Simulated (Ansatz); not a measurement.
**As (Pm-3m, 1 atom in the cell): following an unstable mode**

Wanted: the energy along a soft mode of As (Pm-3m, 1 atom in the cell) and the structure at the end.

Calculated with Ansatz 0.2.0; DFT PBEsol, scalar-relativistic, plane waves, PAW.

This is not the structure that As takes at ambient pressure and room temperature (space group No. 166); it is a model or a phase of other conditions.

### 1. Starting point

The structure is cubic, space group Pm-3m (No. 221). The conventional cell has a = 2.689 Å, b = 2.689 Å, c = 2.689 Å, α = 90.00°, β = 90.00°, γ = 90.00°. Nearest to As lie 6 As at 2.69 Å.

Structure file:

```cif
data_structure
_symmetry_space_group_name_H-M 'Pm-3m'
_symmetry_Int_Tables_number 221
_cell_length_a 2.6886
_cell_length_b 2.6886
_cell_length_c 2.6886
_cell_angle_alpha 90.000
_cell_angle_beta 90.000
_cell_angle_gamma 90.000
_cell_volume 19.43
loop_
_atom_site_label
_atom_site_type_symbol
_atom_site_symmetry_multiplicity
_atom_site_Wyckoff_symbol
_atom_site_fract_x
_atom_site_fract_y
_atom_site_fract_z
_atom_site_occupancy
As1 As 1 b 0.50000 0.50000 0.50000 1
```

### 2. Response at finite wavevector

The cell comes from relaxations at this level that are not shown. Stability and thermal properties need the whole zone. Linear response on a 4×4×4 q mesh gives force constants as far as a supercell of that size would.

input.yaml

```yaml
crystal:
  lattice:
    - [2.6885784294, 0.0, 0.0]
    - [0.0, 2.6885784294, 0.0]
    - [0.0, 0.0, 2.6885784294]
  atoms:
    - { symbol: As, position: [0.5, 0.5, 0.5] }
kpoints:
  mp_grid: { grid: [16, 16, 16] }
hamiltonian:
  xc: pbesol
scf:
  occupations: { method: methfessel_paxton, width: 0.15 }
output:
  eigenvalues: true
phonons:
  method: dfpt
  qmesh: [4, 4, 4]
  temperatures: { t_max: 1000, t_step: 50 }
  qpath:
    path:
      - [[0.0, 0.0, 0.0], [0.0, 0.5, 0.0], [0.5, 0.5, 0.0], [0.0, 0.0, 0.0], [0.5, 0.5, 0.5], [0.0, 0.5, 0.0]]
      - [[0.5, 0.5, 0.5], [0.5, 0.5, 0.0]]
    npoints: 10
```

Started as:

```bash
$ ansatz run input.yaml --threads 4 --pin off --max-ram 7168MiB --backend cpu --events-out ev --progress --plain --runs-dir out
```

Numbers of over 12 decimals in the logs are rounded to 6 here.

Output:

```text
Engine: ansatz 0.2.0, aarch64-unknown-linux-gnu
Pseudopotentials: kind: paw
Pseudopotential: As, paw, valence charge 15, recommended cutoff 420 eV (normal), As.paw.azcp
Functional definition: PBEsol
  exchange = pbesol_x
  correlation = pbesol_c
Crystal: 1 atoms, lattice volume = 19.434 Å³
Basis set: ecut = 420 eV, 389 PW (Γ), exchange–correlation on 36×36×36 points (8 copies of the dense FFT grid, shifted against one another)
Bands: 12, of which v1, the nominal top of the filled ones, is band 8 counted from 1 (7 counted from 0)
Symmetry: 48 space group operations
k-points: 165 of 4096
Non-local potential: As, projectors of the file, l = 0: 2, l = 1: 2, l = 2: 3, l = 3: 1
PAW form: soft (Blöchl's): semilocal exchange-correlation on the pseudo side does not see the compensation charge
PAW frozen core: As, regenerated for the run's functional, and the local potential with it (the file was generated under x = pbe(κ = 0.804, μ = 0.219515), c = pbe(β = 0.066725))
PAW one-centre angular grid: As, 590 points (default); XC on 64 Gauss nodes
Initial density: superposition of atomic densities (neutral atoms: chi_scale 0, normalization atom), corrected by the library's trained network
Initial wavefunctions: pseudopotential atomic-orbital guess
Functional: x = pbesol(κ = 0.804, μ = 0.123457), c = pbesol(β = 0.046)
SCF iter   1: F=—  HF=-4812.946414 eV  |F-HF|=—  |Δ(HF+E_count)|=         —  Δρ=9.83e-4  dr2=6.79e-5  ethr=1.77e-3  ⟨swp⟩=5.1  Hψ=11785  notcnv=0
preconditioner: auto → none  [insulator: Δε(μ)=0.160 eV  Ē_g=15.172 eV  σ=0.150 eV  W_gap=0.61  n_scr=6 (ndim 8)  ℏωp=18.8 eV  f_vac=0.001  D(μ)=0.17/eV (n_scr^D=0)  ε∞_Penn≈2.5]
SCF iter   2: F=—  HF=-4812.946098 eV  |F-HF|=—  |Δ(HF+E_count)|=   3.16e-4  S|Δr|=    0.00e0  Δρ=4.51e-4  dr2=1.67e-5  ethr=4.53e-7  ⟨swp⟩=2.0  Hψ=4541  notcnv=0
SCF iter   3: F=—  HF=-4812.946117 eV  |F-HF|=—  |Δ(HF+E_count)|=   1.89e-5  S|Δr|=    0.00e0  Δρ=1.77e-4  dr2=2.76e-6  ethr=1.11e-7  ⟨swp⟩=2.1  Hψ=3083  notcnv=0
SCF iter   4: F=—  HF=-4812.946121 eV  |F-HF|=—  |Δ(HF+E_count)|=   3.44e-6  S|Δr|=    0.00e0  Δρ=2.45e-5  dr2=1.51e-7  ethr=1.84e-8  ⟨swp⟩=2.2  Hψ=2998  notcnv=0
SCF iter   5: F=—  HF=-4812.946120 eV  |F-HF|=—  |Δ(HF+E_count)|=   1.25e-7  S|Δr|=    0.00e0  Δρ=8.23e-6  dr2=1.60e-8  ethr=1.01e-9  ⟨swp⟩=2.0  Hψ=3131  notcnv=0
SCF iter   6: F=—  HF=-4812.946120 eV  |F-HF|=—  |Δ(HF+E_count)|=   1.66e-8  S|Δr|=    0.00e0  Δρ=4.24e-7  dr2=2.47e-11  ethr=1.07e-10  ⟨swp⟩=2.0  Hψ=3153  notcnv=0
SCF iter   7: F=-4812.946120 eV  HF=-4812.946120 eV  |F-HF|=0.00e0  |Δ(HF+E_count)|=  1.55e-11  S|Δr|=    0.00e0  Δρ=3.67e-8  dr2=3.01e-13  ethr=1.00e-12  ⟨swp⟩=5.8  Hψ=7609  notcnv=0
SCF 1 converged in 7 iterations: F = -4812.946120 eV  dr2 = 3.01e-13
  greatest PAW one-centre occupation: 0.999 electrons in one spin orbital (limit 2), on the As atom at site 0 (counted from 0), in its partial waves of l = 2
NSCF: frozen V_eff on 165 k-points
NSCF: frozen V_eff on 405 k-points
DFPT response loops at q = (0, 0, 0) (fractional): preconditioner auto → Kerker (q_TF=auto, 2.613 Å⁻¹) (partly filled bands, converged f_vac=0.000); β = 1.00, the filter's whole step (`scf.mixing.beta` (0.50) is not read by the response loops under this deck's `scf.mixing.preconditioner`; to damp them name `kerker` or `kerker_dos`, under which they read `scf.mixing.beta`, and type it under 1.00, their step now; both keys bind the ground state too); Broyden in place of MSR1
NSCF: frozen V_eff on 2592 k-points
DFPT response loops at q = (0, 0, 0.25) (fractional): mixed as the last ones told, above
NSCF: frozen V_eff on 1458 k-points
DFPT response loops at q = (0, 0, -0.5) (fractional): mixed as the last ones told, above
NSCF: frozen V_eff on 4608 k-points
DFPT response loops at q = (0, 0.25, 0.25) (fractional): mixed as the last ones told, above
NSCF: frozen V_eff on 2592 k-points
DFPT response loops at q = (0, 0.25, -0.5) (fractional): mixed as the last ones told, above
NSCF: frozen V_eff on 1458 k-points
DFPT response loops at q = (0, -0.5, -0.5) (fractional): mixed as the last ones told, above
NSCF: frozen V_eff on 4352 k-points
DFPT response loops at q = (0.25, 0.25, 0.25) (fractional): mixed as the last ones told, above
NSCF: frozen V_eff on 4608 k-points
DFPT response loops at q = (0.25, 0.25, -0.5) (fractional): mixed as the last ones told, above
NSCF: frozen V_eff on 2592 k-points
DFPT response loops at q = (0.25, -0.5, -0.5) (fractional): mixed as the last ones told, above
NSCF: frozen V_eff on 810 k-points
DFPT response loops at q = (-0.5, -0.5, -0.5) (fractional): mixed as the last ones told, above
SCF converged after 7 iterations
Stability not checked: this state was not tested for a lower state beside it, because cold or Methfessel-Paxton smearing, or corrected tetrahedra, fill the levels in a way that the test cannot read (fill_not_monotonic; see scf.lower_state_search)
Free energy (F): -4812.946120 eV
Harris-Foulkes:  -4812.946120 eV  (|F-HF|=0.00e0)
Internal energy: -4812.947028 eV  (E = F + TS)
E sigma→0 (E₀):  -4812.946347 eV
Entropy (-TS):   0.000908 eV (0.908 meV/atom)
Fermi energy:    11.856250 eV
--- Per-component energies (eV) ---
  E_band       = -213.064885
  E_kinetic    = 102.990019
  E_local      = -1535.095338  (includes V_loc(G=0)·N_el)
  E_nonlocal   = -668.254467
  E_hartree    = 867.633275
  E_xc         = -78.986853
  E_vxc        = -79.606447  (∫ρ·V_xc dr)
  E_paw        = -1792.631688  (= ΣΔE_a)
  E_vpaw       = 231.634820  (= ΣTr[D̂ρ^β])
  E_aug_tail   = 0.000007  (compensation charges beyond the density's cutoff)
  E_ewald      = -1709.568412
  E_core_change = 0.966429  (= ΣΔE_core)
  E_smearing   = 0.000908  (= −TS)
  E_closure    = -0.000000  (closes the sum)
  Σ components = -4812.946120   (vs F -4812.946120, Δ=0.00e0)
--- Band table (eV; the first three rows and the last of 165) ---
  k-point 0: bands = [... 4 lower, -24.0740, -3.2947, 16.0585, 16.0585, 16.0585, 20.4689, 20.4689, 22.3987]
  k-point 1: bands = [... 4 lower, -24.0739, -3.2212, 15.0579, 16.1237, 16.1237, 20.5360, 21.2061, 22.8651]
  k-point 2: bands = [... 4 lower, -24.0737, -3.0024, 13.1878, 16.3157, 16.3157, 20.7357, 21.8974, 24.6385]
  k-point 164: bands = [... 4 lower, -24.0297, 7.0265, 10.0060, 10.0060, 10.0060, 17.7550, 17.7550, 17.7550]
--- Phonons (Γ-DFPT): 1 representative perturbation + reference (Σ response iterations 3) ---
  ASR residual: 6.688e-6 → 0.000e0 eV/Å²; symmetrization residual: 4.487e-11 eV/Å²
  ASR residual per site (eV/Å²): 6.69e-6
  Γ frequencies (cm⁻¹): 0.00 0.00 0.00
--- Phonons (arbitrary-q DFPT): 10 irreducible q on the 4×4×4 mesh ---
  q = [0.0000, 0.0000, 0.0000] (star 1, of the zone-centre solve; hermiticity 0.00e0, symmetrization 6.71e-6): 0.00 0.00 0.00
  q = [0.0000, 0.0000, 0.2500] (star 6, 2 solved perturbations in 2016 linear systems a pass and spin channel, the states on 1296 of 4096 k-point pairs; hermiticity 2.35e-13, symmetrization 1.44e-12): 57.23 57.23 139.06
  q = [0.0000, 0.0000, -0.5000] (star 3, 2 solved perturbations in 1134 linear systems a pass and spin channel, the states on 729 of 4096 k-point pairs; hermiticity 8.71e-14, symmetrization 3.69e-12): 65.29 65.29 152.87
  q = [0.0000, 0.2500, 0.2500] (star 12, 2 solved perturbations in 3528 linear systems a pass and spin channel, the states on 2304 of 4096 k-point pairs; hermiticity 6.52e-14, symmetrization 2.42e-13): 80.29 132.04 164.13
  q = [0.0000, 0.2500, -0.5000] (star 12, 3 solved perturbations on 1296 of 4096 k-point pairs; hermiticity 1.94e-13, symmetrization 1.36e-13): 81.17 87.36 155.18
  q = [0.0000, -0.5000, -0.5000] (star 3, 2 solved perturbations in 1134 linear systems a pass and spin channel, the states on 729 of 4096 k-point pairs; hermiticity 3.02e-13, symmetrization 3.89e-13): 93.35 97.72 97.72
  q = [0.2500, 0.2500, 0.2500] (star 8, 1 solved perturbation on 2176 of 4096 k-point pairs; hermiticity 2.03e-13, symmetrization 4.05e-12): 152.88 152.88 192.17
  q = [0.2500, 0.2500, -0.5000] (star 12, 2 solved perturbations in 3528 linear systems a pass and spin channel, the states on 2304 of 4096 k-point pairs; hermiticity 2.01e-14, symmetrization 3.44e-13): -48.74 156.41 178.60
  q = [0.2500, -0.5000, -0.5000] (star 6, 2 solved perturbations in 2016 linear systems a pass and spin channel, the states on 1296 of 4096 k-point pairs; hermiticity 1.66e-13, symmetrization 3.05e-13): -51.10 -51.10 164.48
  q = [-0.5000, -0.5000, -0.5000] (star 1, 1 solved perturbation on 405 of 4096 k-point pairs; hermiticity 1.36e-13, symmetrization 9.75e-13): -195.58 -195.58 -195.58
  sum rule: each row above includes the acoustic sum rule's correction from the zone centre's row sums; it moved no ω² by more than (0.16 cm⁻¹)²
  mesh force constants: q→R imaginary residual 0.00e0; ASR residual 6.688e-6 → 0.000e0 eV/Å²; symmetrization residual 5.329e-15 eV/Å²
  interpolated dispersion: 62 rows × 3 modes
  density of states and harmonic sums: on the 24×24×24 q-mesh, interpolated from the force constants of a 4×4×4 supercell (no non-analytic term)
  largest difference from the sums on the solved wave vectors: F 5.52e-2 eV, S 8.04e-5 and C_V 2.53e-5 eV/K
  zero-point energy: 0.021097 eV/cell   skipped modes (ω ≤ 0): 113, of them read as no rigid motion or as one in doubt: 110 (1.769e-1 modes/cell left out, lowest -195.58 cm⁻¹)   left out of the sums: 5.90e-2 of the cell's modes: C_V's classical limit lies that fraction below 3 k_B per atom; for a crystal, a wire or a layer, F and S can be off by more, and a phonons.interpolated_qmesh denser along its periods is the remedy for the sampling
```

Wall time 94 s (4 threads of Arm Neoverse V1, shared host); peak memory 1.4 GiB; 5.9 min of CPU time.

This step gave:

* volume per atom: 19.43 Å³
* gap on the k-mesh: 0 eV
* sum-rule residual before enforcement: 6.69e-6 eV/Å²
* lowest frequency on the path: -195.6 cm⁻¹
* highest frequency on the path or at a solved wavevector: 192.2 cm⁻¹
* lowest mode on the q mesh (acoustic modes at Γ apart): -195.6 cm⁻¹

Frequencies (cm⁻¹) solved at each irreducible wavevector; negative means imaginary. Frequencies by wavevector, by row:

```csv
q in reciprocal lattice units,star,mode 1,mode 2,mode 3
0 0 0,1,0,0,0
0 0 0.25,6,57.2,57.2,139.1
0 0 -0.5,3,65.3,65.3,152.9
0 0.25 0.25,12,80.3,132,164.1
0 0.25 -0.5,12,81.2,87.4,155.2
0 -0.5 -0.5,3,93.3,97.7,97.7
0.25 0.25 0.25,8,152.9,152.9,192.2
0.25 0.25 -0.5,12,-48.7,156.4,178.6
0.25 -0.5 -0.5,6,-51.1,-51.1,164.5
-0.5 -0.5 -0.5,1,-195.6,-195.6,-195.6
```

Interpolated from a 4×4×4 q mesh. The phonon branches at the labelled points (cm⁻¹):

```
    point  branch 1  branch 2  branch 3
        Γ         0         0         0
  halfway        57        57       139
        X        65        65       153
  halfway        81        87       155
        M        93        98        98
  halfway        80       132       164
        Γ         0         0         0
  halfway       153       153       192
        R      -196      -196      -196
  halfway       -49       156       179
        X        65        65       153
jump to R      -196      -196      -196
  halfway       -51       -51       164
        M        93        98        98
```

The phonon branches as a text plot (rows in cm⁻¹):

```
    184 |                              ****         *
    168 |                  ***                     * *       **
    152 |    ***** **     *   *      ** *           *** **
    136 |   *     *  *     ***         * ***       *  *        *
    119 |         *   *  **   **     **                *    *
    103 |  *       *   ***     *    *      *      *    *        *
     87 |          ***********  *                     * *     **
     71 | *   ***** **        * *   *             *     **
     55 |   **                 *   *
     39 |* *                    ** *                 *
     23 |**                      *
      6 |                         *
    -10 |
    -26 |
    -42 |                                           *      *
    -58 |                                                    *
    -74 |                                   *      *
    -91 |                                   *
   -107 |                                        **         *
   -123 |                                        *
   -139 |                                                  *
   -155 |                                        *
   -171 |                                    *  *
   -188 |                                     ***         *
         Γ      X      M          Γ            R        X|R     M
```

Symmetry leaves 10 wavevectors to solve. The lowest mode among them, the acoustic zeros apart, lies at q = (-0.5, -0.5, -0.5) and is imaginary, 195.6i cm⁻¹, so the energy falls along it.

### 3. The mode frozen in, largest atomic shift 0 Å

The mode followed lies at q = (0.25, -0.5, -0.5) with frequency 51.1i cm⁻¹ and is 2-fold degenerate, one of the unstable modes though not the softest. At small amplitude the distorted cell has space group no. 74 by a symmetry search on the positions. The undistorted cell that holds it gives the zero of energy on the same k mesh.

System of this step: As. It takes space group Pm-3m (No. 221, cubic). The conventional cell has a = 2.689 Å, b = 2.689 Å, c = 2.689 Å, α = 90.00°, β = 90.00°, γ = 90.00°. As has 6 As at 2.69 Å nearest.

input.yaml

```yaml
crystal:
  lattice:
    - [0.0, -2.6885784294, -2.6885784294]
    - [0.0, -2.6885784294, 2.6885784294]
    - [-5.3771568589, -2.6885784294, 0.0]
  atoms:
    - { symbol: As, position: [0.375, 0.875, 0.25] }
    - { symbol: As, position: [0.875, 0.375, 0.25] }
    - { symbol: As, position: [0.125, 0.625, 0.75] }
    - { symbol: As, position: [0.625, 0.125, 0.75] }
kpoints:
  mp_grid: { grid: [10, 10, 10] }
hamiltonian:
  xc: pbesol
scf:
  occupations: { method: methfessel_paxton, width: 0.15 }
output:
  forces: true
  stress: true
  eigenvalues: true
```

Output:

```text
[...]
Crystal: 4 atoms, lattice volume = 77.737 Å³
Basis set: ecut = 420 eV, 1517 PW (Γ), exchange–correlation on 54×54×90 points (8 copies of the dense FFT grid, shifted against one another)
Bands: 36, of which v1, the nominal top of the filled ones, is band 30 counted from 1 (29 counted from 0)
Symmetry: 64 space group operations
[...]
k-points: 102 of 1000
[...]
k-point 0: bands = [... 26 lower, 8.5045, 8.5045, 8.5045, 14.9593, 14.9593, 15.3747, 15.3747, 16.0584, ... 2 higher]
  k-point 1: bands = [... 26 lower, 8.1614, 8.8896, 8.8896, 13.6033, 14.9590, 15.3768, 15.8704, 16.1002, ... 2 higher]
  k-point 2: bands = [... 26 lower, 7.8797, 9.2859, 9.2859, 12.3465, 13.9683, 14.6311, 16.2240, 16.2240, ... 2 higher]
  k-point 101: bands = [... 26 lower, 6.6722, 7.0805, 8.5555, 9.6011, 15.0243, 15.1321, 15.9296, 16.6027, ... 2 higher]
[key lines of the parts left out:]
SCF converged after 6 iterations
Free energy (F): -19251.788328 eV
Fermi energy:    11.920150 eV
P = ⅓ Tr σ = 0.1308 GPa (1.308 kbar)
```

Elapsed: 3.3 s, on 4 threads; peak memory 0.49 GiB; 13 s of CPU time.

This step gave:

```yaml
pressure: 0.1308 GPa
energy_from_the_undistorted_cell: 0 meV/atom
```

The run ends at a pressure of 0.13 GPa.

### 4. The mode frozen in, largest atomic shift 0.04 Å

The atoms are moved along the unstable eigenvector, the largest shift by 0.04 Å, with the cell fixed.

input.yaml, the sections that differ from step 3:

```yaml
crystal:
  lattice:
    - [0.0, -2.6885784294, -2.6885784294]
    - [0.0, -2.6885784294, 2.6885784294]
    - [-5.3771568589, -2.6885784294, 0.0]
  atoms:
    - { symbol: As, position: [0.3644798415, 0.875, 0.25] }
    - { symbol: As, position: [0.8855201585, 0.375, 0.25] }
    - { symbol: As, position: [0.125, 0.625, 0.75] }
    - { symbol: As, position: [0.625, 0.125, 0.75] }
# kpoints, hamiltonian, scf, output: as in step 3
```

Output:

```text
[...]
Crystal: 4 atoms, lattice volume = 77.737 Å³
Basis set: ecut = 420 eV, 1517 PW (Γ), exchange–correlation on 54×54×90 points (8 copies of the dense FFT grid, shifted against one another)
Bands: 36, of which v1, the nominal top of the filled ones, is band 30 counted from 1 (29 counted from 0)
Symmetry: 8 space group operations
[...]
k-points: 171 of 1000
[...]
k-point 0: bands = [... 26 lower, 8.5068, 8.5074, 8.5221, 14.9619, 14.9657, 15.2251, 15.3752, 16.0477, ... 2 higher]
  k-point 1: bands = [... 26 lower, 8.1714, 8.8792, 8.9002, 13.6082, 14.8979, 15.3660, 15.7452, 16.1080, ... 2 higher]
  k-point 2: bands = [... 26 lower, 7.8898, 9.2747, 9.2968, 12.3517, 13.9602, 14.5824, 16.1101, 16.2318, ... 2 higher]
  k-point 170: bands = [... 26 lower, 6.6729, 7.0802, 8.5606, 9.6048, 14.9105, 15.2482, 15.8902, 16.6420, ... 2 higher]
[key lines of the parts left out:]
SCF converged after 6 iterations
Free energy (F): -19251.788838 eV
Fermi energy:    11.921315 eV
P = ⅓ Tr σ = 0.2827 GPa (2.827 kbar)
```

It took 5.7 s on 4 threads; peak memory 0.6 GiB; 22 s of CPU time.

This step gave:

```
pressure                         : 0.2827 GPa
energy from the undistorted cell : -0.115 meV/atom
```

The energy, extrapolated to zero smearing, is -0.12 meV/atom against the undistorted cell.

The run ends at a pressure of 0.28 GPa, with forces up to 0.0069 eV/Å.

### 5. Energy along the mode, all amplitudes (two of the runs are shown above)

An imaginary frequency means negative curvature, so the energy should fall and then rise again as anharmonic terms take over.

This step gave:

```
depth at the lowest point sampled  : 0.115 meV/atom
largest atomic shift at that point : 0.04 Å
```

The energy from the parent by largest atomic shift:

```csv
largest atomic shift (Å),energy from the parent (meV/atom)
0.0000,0
0.0400,-0.115
0.0800,0.27
0.1400,6.83
```

Displacement at unit largest shift by atom:

```
atom  x (Å)   y (Å)   z (Å)   size
 As1  0.000   0.707   0.707  1.000
 As2  0.000  -0.707  -0.707  1.000
 As3  0.000   0.000   0.000  0.000
 As4  0.000   0.000   0.000  0.000
```

The lowest of the steps tried is at 0.04 Å, 0.115 meV/atom below the parent; the bottom of the well need not coincide with a step.

[end of part 1 of 3]

[Logs are printed without paths, hosts, clocks, repeated set-up lines and the standing remarks that a program may print on its own settings, such as how far it seeks lower states.]

[Hosts, paths, dates, database ids (printed as entryN), source tags and the programs' standing remarks are cut or masked in the printed files.]
